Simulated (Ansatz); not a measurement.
# MgPd (Pm-3m): Grüneisen parameters

Does MgPd (Pm-3m) expand much on heating, by its phonons?

Program: Ansatz 0.2.0. Level of theory: DFT PBEsol, scalar-relativistic, plane waves, PAW; PAW set soft_1. Values are calculated unless marked as measured.

## Step 1: The starting structure

Symmetry: Pm-3m, No. 221, cubic system. Conventional cell: a = 3.142 Å, b = 3.142 Å, c = 3.142 Å, α = 90.00°, β = 90.00°, γ = 90.00°. Nearest to Mg lie 8 Pd at 2.72 Å. Nearest to Pd lie 8 Mg at 2.72 Å. Farther neighbours, and contacts between anions beyond the nearest, are not listed.

## Step 2: Response at finite wavevector

Stability and thermal properties need the whole zone. Linear response on a 4×4×4 q mesh gives force constants as far as a supercell of that size would.

File input.yaml:

```yaml
crystal:
  lattice:
    - [3.141935055, 0.0, 0.0]
    - [0.0, 3.141935055, 0.0]
    - [0.0, 0.0, 3.141935055]
  atoms:
    - { symbol: Mg, position: [0.0, 0.0, 0.0] }
    - { symbol: Pd, position: [0.5, 0.5, 0.5] }
kpoints:
  mp_grid: { grid: [16, 16, 16] }
hamiltonian:
  xc: pbesol
  pseudopotentials: { kind: paw, azcp: { folder: soft_1 }, xc_functional: pbe }
scf:
  occupations: { method: methfessel_paxton, width: 0.2 }
output:
  eigenvalues: true
phonons:
  method: dfpt
  qmesh: [4, 4, 4]
  temperatures: { t_max: 1000, t_step: 50 }
  qpath:
    path:
      - [[0.0, 0.0, 0.0], [0.0, 0.5, 0.0], [0.5, 0.5, 0.0], [0.0, 0.0, 0.0], [0.5, 0.5, 0.5], [0.0, 0.5, 0.0]]
      - [[0.5, 0.5, 0.5], [0.5, 0.5, 0.0]]
    npoints: 10
```

Started as:

```bash
$ ansatz run input.yaml --threads 4 --pin off --max-ram 10240MiB --backend cpu --events-out ev --progress --plain --runs-dir out
```

Output:

```text
Engine: ansatz 0.2.0, aarch64-unknown-linux-gnu
Pseudopotentials: kind: paw
Pseudopotential: Mg, paw, valence charge 10, recommended cutoff 420 eV (normal), soft_1/Mg.paw.azcp
Pseudopotential: Pd, paw, valence charge 18, recommended cutoff 420 eV (normal), soft_1/Pd.paw.azcp
Functional definition: PBEsol
  exchange = pbesol_x
  correlation = pbesol_c
Crystal: 2 atoms, lattice volume = 31.016 Å³
Basis set: ecut = 420 eV, 619 PW (Γ), exchange–correlation on 48×48×48 points (8 copies of the dense FFT grid, shifted against one another)
Bands: 18, of which v1, the nominal top of the filled ones, is band 14 counted from 1 (13 counted from 0)
Symmetry: 48 space group operations
k-points: 165 of 4096
Non-local potential: Mg, projectors of the file, l = 0: 3, l = 1: 2, l = 2: 1
Non-local potential: Pd, projectors of the file, l = 0: 2, l = 1: 2, l = 2: 2, l = 3: 1
PAW form: soft (Blöchl's): semilocal exchange-correlation on the pseudo side does not see the compensation charge
PAW frozen core: Mg, regenerated for the run's functional, and the local potential with it (the file was generated under x = pbe(κ = 0.804, μ = 0.219515), c = pbe(β = 0.066725))
PAW frozen core: Pd, regenerated for the run's functional, and the local potential with it (the file was generated under x = pbe(κ = 0.804, μ = 0.219515), c = pbe(β = 0.066725))
PAW one-centre angular grid: Mg, 110 points (default); XC on 64 Gauss nodes
PAW one-centre angular grid: Pd, 590 points (default); XC on 64 Gauss nodes
Initial density: superposition of atomic densities (chi_scale 0.1, normalization cell, long waves kept (reshape's long-wave potential 0.00 eV rms))
Initial wavefunctions: pseudopotential atomic-orbital guess
Functional: x = pbesol(κ = 0.804, μ = 0.123457), c = pbesol(β = 0.046)
SCF iter   1: F=—  HF=-8825.723170 eV  |F-HF|=—  |Δ(HF+E_count)|=         —  Δρ=2.69e-1  dr2=3.07e1  ethr=3.10e-3  ⟨swp⟩=5.2  Hψ=14004  notcnv=0
preconditioner: auto → none  [metal: Δε(μ)=0.037 eV  Ē_g=7.991 eV  σ=0.200 eV  W_gap=0.15  n_scr=6 (ndim 8)  ℏωp=23.1 eV  f_vac=0.000  D(μ)=0.47/eV (n_scr^D=0)  sad-step TF]
SCF iter   2: F=—  HF=-8822.580254 eV  |F-HF|=—  |Δ(HF+E_count)|=    3.14e0  S|Δr|=    0.00e0  Δρ=1.68e-1  dr2=1.30e1  ethr=3.10e-3  ⟨swp⟩=2.6  Hψ=7008  notcnv=0  defer=1
SCF iter   3: F=—  HF=-8820.192558 eV  |F-HF|=—  |Δ(HF+E_count)|=    2.39e0  S|Δr|=    0.00e0  Δρ=1.87e-2  dr2=1.60e-1  ethr=3.10e-3  ⟨swp⟩=3.4  Hψ=6204  notcnv=0  defer=3
SCF iter   4: F=—  HF=-8820.154373 eV  |F-HF|=—  |Δ(HF+E_count)|=   3.82e-2  S|Δr|=    0.00e0  Δρ=1.42e-3  dr2=2.46e-4  ethr=5.73e-4  ⟨swp⟩=2.0  Hψ=4659  notcnv=0  defer=11
SCF iter   5: F=—  HF=-8820.154341 eV  |F-HF|=—  |Δ(HF+E_count)|=   3.21e-5  S|Δr|=    0.00e0  Δρ=4.67e-4  dr2=4.74e-5  ethr=8.79e-7  ⟨swp⟩=2.0  Hψ=5163  notcnv=0  defer=11
SCF iter   6: F=—  HF=-8820.154321 eV  |F-HF|=—  |Δ(HF+E_count)|=   2.02e-5  S|Δr|=    0.00e0  Δρ=7.54e-5  dr2=1.25e-6  ethr=1.69e-7  ⟨swp⟩=2.0  Hψ=5053  notcnv=0  defer=11
SCF iter   7: F=—  HF=-8820.154322 eV  |F-HF|=—  |Δ(HF+E_count)|=   8.97e-7  S|Δr|=    0.00e0  Δρ=5.95e-6  dr2=6.56e-9  ethr=4.47e-9  ⟨swp⟩=2.1  Hψ=4280  notcnv=0  defer=11
SCF iter   8: F=—  HF=-8820.154322 eV  |F-HF|=—  |Δ(HF+E_count)|=  6.38e-10  S|Δr|=    0.00e0  Δρ=4.83e-7  dr2=5.69e-11  ethr=2.34e-11  ⟨swp⟩=2.0  Hψ=5044  notcnv=0  defer=11
SCF iter   9: F=-8820.154322 eV  HF=-8820.154322 eV  |F-HF|=1.82e-12  |Δ(HF+E_count)|=  1.64e-11  S|Δr|=    0.00e0  Δρ=4.51e-8  dr2=1.03e-12  ethr=1.00e-12  ⟨swp⟩=5.8  Hψ=13518  notcnv=0
SCF 1 converged in 9 iterations: F = -8820.154322 eV  dr2 = 1.03e-12
  greatest PAW one-centre occupation: 1.000 electrons in one spin orbital (limit 2), on the Mg atom at site 0 (counted from 0), in its partial waves of l = 0
Initial density: read from a saved state, or passed on in memory by an earlier SCF of this step, an earlier step, the calling program or the single point that the run made first
iter 1 solved again at ethr=1.21e-8 eV; its pass at ethr=3.10e-3 eV (dr2=3.40e-6 eV) is discarded
SCF iter   1: F=—  HF=-8820.154321 eV  |F-HF|=—  |Δ(HF+E_count)|=         —  Δρ=9.85e-8  dr2=5.27e-13  ethr=1.21e-8  ⟨swp⟩=3.2  Hψ=22880  notcnv=0
eigensolver tolerance schedule: the retry pair's looser diagonalisation over-reported the residual by 6448798.36 of it (diagonalisation noise at an unbounded share of the residual, at the tolerance the schedule requests for it); recorded, not acted on — ethr = c·dr2/N_el stays at c = 1.0e-1
preconditioner: auto → none  [metal: Δε(μ)=0.033 eV  Ē_g=9.387 eV  σ=0.200 eV  W_gap=0.14  n_scr=6 (ndim 8)  ℏωp=23.1 eV  f_vac=0.000  D(μ)=0.73/eV (n_scr^D=6)]
SCF iter   2: F=—  HF=-8820.154322 eV  |F-HF|=—  |Δ(HF+E_count)|=   1.25e-6  S|Δr|=    0.00e0  Δρ=8.15e-8  dr2=1.28e-12  ethr=1.00e-12  ⟨swp⟩=6.1  Hψ=12782  notcnv=0
SCF iter   3: F=-8820.154322 eV  HF=-8820.154322 eV  |F-HF|=1.82e-12  |Δ(HF+E_count)|=  1.82e-12  S|Δr|=    0.00e0  Δρ=5.02e-8  dr2=5.43e-13  ethr=1.00e-12  ⟨swp⟩=1.0  Hψ=6607  notcnv=0
SCF 2 converged in 3 iterations: F = -8820.154322 eV  dr2 = 5.43e-13
phonons: the bands overlap, so this run is a metal and interpolates without the dipole-dipole term. If the crystal is really an insulator or semiconductor, its LO-TO splitting is missing
NSCF: frozen V_eff on 165 k-points
WARN: eigensolver did not converge in 9 slots of this pass, the one above among them; of largest residual over every band (k=43): 1 band(s) unlocked (lowest unlocked band 17, counted from 0; max residual 1.05e-3 eV among the unlocked bands, 1.05e-3 eV over every band); of lowest unlocked band (k=37): band 17
NSCF: frozen V_eff on 405 k-points
DFPT response loops at q = (0, 0, 0) (fractional): preconditioner auto → Kerker (q_TF=auto, 2.682 Å⁻¹) (partly filled bands, converged f_vac=0.000); β = 1.00, the filter's whole step (`scf.mixing.beta` (0.50) is not read by the response loops under this deck's `scf.mixing.preconditioner`; to damp them name `kerker` or `kerker_dos`, under which they read `scf.mixing.beta`, and type it under 1.00, their step now; both keys bind the ground state too); Broyden in place of MSR1
NSCF: frozen V_eff on 2592 k-points
DFPT response loops at q = (0, 0, 0.25) (fractional): mixed as the last ones told, above
NSCF: frozen V_eff on 1458 k-points
DFPT response loops at q = (0, 0, -0.5) (fractional): mixed as the last ones told, above
NSCF: frozen V_eff on 4608 k-points
DFPT response loops at q = (0, 0.25, 0.25) (fractional): mixed as the last ones told, above
NSCF: frozen V_eff on 2592 k-points
DFPT response loops at q = (0, 0.25, -0.5) (fractional): mixed as the last ones told, above
NSCF: frozen V_eff on 1458 k-points
DFPT response loops at q = (0, -0.5, -0.5) (fractional): mixed as the last ones told, above
NSCF: frozen V_eff on 4352 k-points
DFPT response loops at q = (0.25, 0.25, 0.25) (fractional): mixed as the last ones told, above
NSCF: frozen V_eff on 4608 k-points
DFPT response loops at q = (0.25, 0.25, -0.5) (fractional): mixed as the last ones told, above
NSCF: frozen V_eff on 2592 k-points
DFPT response loops at q = (0.25, -0.5, -0.5) (fractional): mixed as the last ones told, above
NSCF: frozen V_eff on 810 k-points
DFPT response loops at q = (-0.5, -0.5, -0.5) (fractional): mixed as the last ones told, above
SCF converged after 9 iterations
Stability not checked: this state was not tested for a lower state beside it, because cold or Methfessel-Paxton smearing, or corrected tetrahedra, fill the levels in a way that the test cannot read (fill_not_monotonic; see scf.lower_state_search)
Free energy (F): -8820.154322 eV
Harris-Foulkes:  -8820.154322 eV  (|F-HF|=1.82e-12)
Internal energy: -8820.155058 eV  (E = F + TS)
E sigma→0 (E₀):  -8820.154506 eV
Entropy (-TS):   0.000737 eV (0.368 meV/atom)
Fermi energy:    13.756156 eV
--- Per-component energies (eV) ---
  E_band       = -521.796016
  E_kinetic    = 521.950007
  E_local      = -3651.053757  (includes V_loc(G=0)·N_el)
  E_nonlocal   = 567.608465
  E_hartree    = 1359.650007
  E_xc         = -165.349139
  E_vxc        = -210.639005  (∫ρ·V_xc dr)
  E_paw        = -4035.028869  (= ΣΔE_a)
  E_vpaw       = -468.961857  (= ΣTr[D̂ρ^β])
  E_aug_tail   = 0.000078  (compensation charges beyond the density's cutoff)
  E_ewald      = -3418.293240
  E_core_change = 0.361388  (= ΣΔE_core)
  E_smearing   = 0.000737  (= −TS)
  E_closure    = -0.000000  (closes the sum)
  Σ components = -8820.154322   (vs F -8820.154322, Δ=0.00e0)
--- Band table (eV; the first three rows and the last of 165) ---
  k-point 0: bands = [... 10 lower, 9.5938, 11.6483, 11.6483, 11.6483, 20.8233, 20.8233, 20.8233, 23.6263]
  k-point 1: bands = [... 10 lower, 9.6223, 11.6139, 11.6139, 11.6521, 20.2155, 20.9145, 20.9145, 23.5746]
  k-point 2: bands = [... 10 lower, 9.7041, 11.5185, 11.5185, 11.6630, 19.0248, 21.1793, 21.1793, 23.4268]
  k-point 164: bands = [... 10 lower, 9.4286, 12.4141, 12.4141, 17.1392, 17.1392, 17.1392, 20.1507, 20.9525]
--- Phonons (Γ-DFPT): 2 representative perturbations + reference (Σ response iterations 7) ---
  ASR residual: 2.998e-5 → 0.000e0 eV/Å²; symmetrization residual: 6.499e-6 eV/Å²
  ASR residual per site (eV/Å²): 5.21e-6 3.00e-5
  Γ frequencies (cm⁻¹): 0.00 0.00 0.00 248.43 248.43 248.43
--- Phonons (arbitrary-q DFPT): 10 irreducible q on the 4×4×4 mesh ---
  q = [0.0000, 0.0000, 0.0000] (star 1, of the zone-centre solve; hermiticity 2.89e-6, symmetrization 2.73e-12): -0.00 0.00 0.00 248.43 248.43 248.43
  q = [0.0000, 0.0000, 0.2500] (star 6, 4 solved perturbations in 4032 linear systems a pass and spin channel, the states on 1296 of 4096 k-point pairs; hermiticity 1.54e-6, symmetrization 3.56e-12): 77.72 77.72 94.36 240.51 240.51 279.52
  q = [0.0000, 0.0000, -0.5000] (star 3, 4 solved perturbations in 2268 linear systems a pass and spin channel, the states on 729 of 4096 k-point pairs; hermiticity 5.57e-14, symmetrization 1.53e-12): 117.59 117.59 127.29 230.57 230.57 320.72
  q = [0.0000, 0.2500, 0.2500] (star 12, 4 solved perturbations in 7056 linear systems a pass and spin channel, the states on 2304 of 4096 k-point pairs; hermiticity 1.73e-6, symmetrization 1.64e-13): 57.08 97.52 119.01 233.64 271.14 274.90
  q = [0.0000, 0.2500, -0.5000] (star 12, 6 solved perturbations on 1296 of 4096 k-point pairs; hermiticity 1.01e-6, symmetrization 1.20e-13): 98.84 99.05 120.67 225.38 267.19 304.65
  q = [0.0000, -0.5000, -0.5000] (star 3, 4 solved perturbations in 2268 linear systems a pass and spin channel, the states on 729 of 4096 k-point pairs; hermiticity 1.36e-6, symmetrization 4.75e-13): 77.54 77.54 122.29 219.82 294.65 294.65
  q = [0.2500, 0.2500, 0.2500] (star 8, 2 solved perturbations on 2176 of 4096 k-point pairs; hermiticity 3.02e-7, symmetrization 5.41e-13): 92.89 92.89 118.58 267.30 267.30 269.08
  q = [0.2500, 0.2500, -0.5000] (star 12, 4 solved perturbations in 7056 linear systems a pass and spin channel, the states on 2304 of 4096 k-point pairs; hermiticity 8.71e-7, symmetrization 5.52e-13): 100.49 106.64 113.93 263.53 264.12 298.49
  q = [0.2500, -0.5000, -0.5000] (star 6, 4 solved perturbations in 4032 linear systems a pass and spin channel, the states on 1296 of 4096 k-point pairs; hermiticity 1.62e-6, symmetrization 4.44e-13): 105.65 105.65 118.85 260.85 294.77 294.77
  q = [-0.5000, -0.5000, -0.5000] (star 1, 2 solved perturbations on 405 of 4096 k-point pairs; hermiticity 1.55e-13, symmetrization 4.00e-12): 118.44 118.44 118.44 296.43 296.43 296.43
  sum rule: each row above includes the acoustic sum rule's correction from the zone centre's row sums; it moved no ω² by more than (0.28 cm⁻¹)²
  mesh force constants: q→R imaginary residual 3.00e-18; ASR residual 2.998e-5 → 0.000e0 eV/Å²; symmetrization residual 6.217e-15 eV/Å²
  interpolated dispersion: 62 rows × 6 modes
  density of states and harmonic sums: on the 20×20×20 q-mesh, interpolated from the force constants of a 4×4×4 supercell (no non-analytic term)
  largest difference from the sums on the solved wave vectors: F 1.34e-2 eV, S 1.74e-5 and C_V 4.01e-6 eV/K
  zero-point energy: 0.068336 eV/cell   skipped modes (ω ≤ 0): 3   left out of the sums: 6.25e-5 of the cell's modes: C_V's classical limit lies that fraction below 3 k_B per atom; for a crystal, a wire or a layer, F and S can be off by more, and a phonons.interpolated_qmesh denser along its periods is the remedy for the sampling
```

Run time: 9.1 min. Hardware: 4 threads of Arm Neoverse V1, shared host; peak memory 2.9 GiB.

In the SCF lines HF is the Harris–Foulkes energy and dr2 the Hartree energy of the density residual, in eV; the loop may stop once dr2 is under the threshold and the program's other checks hold. Hψ counts applications of the Hamiltonian.

Read from the output:

- volume per atom: 15.51 Å³
- gap on the k-mesh: 0 eV
- sum-rule residual before enforcement: 3.00e-5 eV/Å²
- lowest frequency on the path: 0 cm⁻¹
- point group: m-3m
- highest frequency on path, mesh or solved points: 320.7 cm⁻¹
- mean frequency: 183.7 cm⁻¹
- Debye temperature (second moment): 377 K
- logarithmic mean frequency: 161.1 cm⁻¹
- highest optical mode at the zone centre (no LO-TO term): 248.4 cm⁻¹
- lowest optical zone-centre mode: 248.4 cm⁻¹
- lowest mode on the q mesh (acoustic modes at Γ apart): 57.08 cm⁻¹
- zero-point energy per atom: 34.17 meV
- heat capacity at 300 K: 23.11 J/(mol atoms K)
- vibrational entropy at 300 K: 32.33 J/(mol atoms K)
- edges of the widest gap between branches, on path and mesh: 127.3, 219.8 cm⁻¹

Frequencies (cm⁻¹) solved at each irreducible wavevector; negative means imaginary. Frequencies by wavevector, by row:

```tsv
q in reciprocal lattice units	star	mode 1	mode 2	mode 3	mode 4	mode 5	mode 6
0 0 0	1	0	0	0	248.4	248.4	248.4
0 0 0.25	6	77.7	77.7	94.4	240.5	240.5	279.5
0 0 -0.5	3	117.6	117.6	127.3	230.6	230.6	320.7
0 0.25 0.25	12	57.1	97.5	119	233.6	271.1	274.9
0 0.25 -0.5	12	98.8	99	120.7	225.4	267.2	304.6
0 -0.5 -0.5	3	77.5	77.5	122.3	219.8	294.6	294.6
0.25 0.25 0.25	8	92.9	92.9	118.6	267.3	267.3	269.1
0.25 0.25 -0.5	12	100.5	106.6	113.9	263.5	264.1	298.5
0.25 -0.5 -0.5	6	105.7	105.7	118.8	260.9	294.8	294.8
-0.5 -0.5 -0.5	1	118.4	118.4	118.4	296.4	296.4	296.4
```

Symmetry leaves 10 wavevectors to solve. The lowest mode among them, the acoustic zeros apart, lies at q = (0, 0.25, 0.25) and is real, 57.1 cm⁻¹.

## Step 3: Relaxing at another volume, volume ratio 0.97

The volume is scaled by 0.97 and held; symmetry leaves nothing to relax, so this is a single point. The modes can then be followed against volume.

input.yaml, the sections that differ from step 2:

```yaml
crystal:
  lattice:
    - [3.1101961673, 0.0, 0.0]
    - [0.0, 3.1101961673, 0.0]
    - [0.0, 0.0, 3.1101961673]
  atoms:
    - { symbol: Mg, position: [0.0, 0.0, 0.0] }
    - { symbol: Pd, position: [0.5, 0.5, 0.5] }
output:
  forces: true
  stress: true
  eigenvalues: true
  write_density: true
  write_potential: true
  elf: true
  volumetric_format: npy
# kpoints, hamiltonian, scf: as in step 2
# phonons: removed
```

Output:

```text
[...]
Crystal: 2 atoms, lattice volume = 30.086 Å³
Basis set: ecut = 420 eV, 619 PW (Γ), exchange–correlation on 48×48×48 points (8 copies of the dense FFT grid, shifted against one another)
Bands: 18, of which v1, the nominal top of the filled ones, is band 14 counted from 1 (13 counted from 0)
Symmetry: 48 space group operations
[...]
k-points: 165 of 4096
[...]
--- Band table (eV; the first three rows and the last of 165) ---
  k-point 0: bands = [... 10 lower, 9.9761, 12.1376, 12.1376, 12.1376, 21.5094, 21.5094, 21.5094, 24.3269]
  k-point 1: bands = [... 10 lower, 10.0062, 12.1017, 12.1017, 12.1417, 20.8940, 21.6029, 21.6029, 24.2697]
  k-point 2: bands = [... 10 lower, 10.0927, 12.0016, 12.0016, 12.1532, 19.6888, 21.8737, 21.8737, 24.1058]
  k-point 164: bands = [... 10 lower, 9.8213, 12.9408, 12.9408, 17.7065, 17.7065, 17.7065, 20.9137, 21.6982]
[key lines of the parts left out:]
SCF converged after 7 iterations
Free energy (F): -8820.144686 eV
Fermi energy:    14.321156 eV
P = ⅓ Tr σ = 3.4139 GPa (34.139 kbar)
```

It took 2 s on 4 threads; peak memory 0.37 GiB.

Numbers from this step:

| Quantity | Value |
| --- | --- |
| pressure | 3.414 GPa |
| volume per atom | 15.04 Å³ |

Electrostatic potential energy in the ac plane at fractional y = 0.000, with atoms of Mg within 0.2 Å of it. With pseudopotentials it is smooth inside the atoms' cores, unlike the true potential.

Ten even steps from '_' (-79 eV) to '@' (16 eV):
```
____::++%%@@@@@@@@@@@@@@%%++::__
..::==##%%@@@@@@@@@@@@@@%%##==::
++++##%%@@@@@@@@@@@@@@@@@@%%##++
%%%%%%@@@@@@@@@@@@@@@@@@@@@@%%%%
@@@@@@@@@@@@@@@@@@@@@@@@@@@@@@@@
@@@@@@@@@@@@@@@@@@@@@@@@@@@@@@@@
@@@@@@@@@@@@@@@@@@@@@@@@@@@@@@@@
@@@@@@@@@@@@@@@@@@@@@@@@@@@@@@@@
@@@@@@@@@@@@@@@@@@@@@@@@@@@@@@@@
@@@@@@@@@@@@@@@@@@@@@@@@@@@@@@@@
@@@@@@@@@@@@@@@@@@@@@@@@@@@@@@@@
%%%%%%@@@@@@@@@@@@@@@@@@@@@@%%%%
++++##%%@@@@@@@@@@@@@@@@@@%%##++
..::==##%%@@@@@@@@@@@@@@%%##==::
____::++%%@@@@@@@@@@@@@@%%++::__
____..++%%@@@@@@@@@@@@@@%%++..__
```
Columns run along a (3.1 Å; values clipped at the 3rd and 97th percentile), rows up along c (3.1 Å). Atoms in or near the plane, at fractional coordinates: Mg at (0.00, 0.00).

ELF in the ac plane at fractional y = 0.000, with atoms of Mg within 0.2 Å of it. It is the smooth field of the valence electrons, not physical close to the nuclei.

Ten even steps from '0' (0.05) to '9' (0.35):
```
3597004898400795
8994016999610499
8740048999840047
1000379999973000
0014799888997410
4468998888899864
8899988777889998
9999988777889999
8899988777889998
4468998888899864
0014799888997410
1000379999973000
8740048999840047
8994016999610499
3597004898400795
0388104898401883
```
Columns run along a (3.1 Å), rows up along c (3.1 Å). Atoms in or near the plane, at fractional coordinates: Mg at (0.00, 0.00).

Valence density in the ac plane at fractional y = 0.000, with atoms of Mg within 0.2 Å of it. It is the smooth field of the valence electrons, not physical close to the nuclei.

Ten steps, logarithmic in the rise over the least value, from '0' (0 e/Å³) to '9' (30 e/Å³):
```
9873000000000378
7751000000000157
4310000000000013
0000000000000000
0000000000000000
0000000000000000
0000000000000000
0000000000000000
0000000000000000
0000000000000000
0000000000000000
0000000000000000
4310000000000013
7751000000000157
9873000000000378
9974000000000479
```
Columns run along a (3.1 Å), rows up along c (3.1 Å). Atoms in or near the plane, at fractional coordinates: Mg at (0.00, 0.00).

[end of part 1 of 2]

[Long decimals in the printed logs are rounded to 6 places.]

[Logs are printed without paths, hosts, clocks, repeated set-up lines and the standing remarks that a program may print on its own settings, such as how far it seeks lower states.]

[Hosts, paths, dates, database ids (printed as entryN), source tags and the programs' standing remarks are cut or masked in the printed files.]

[Where the starting crystal was built by hand or by swapping elements, it need not be the compound's stable phase.]
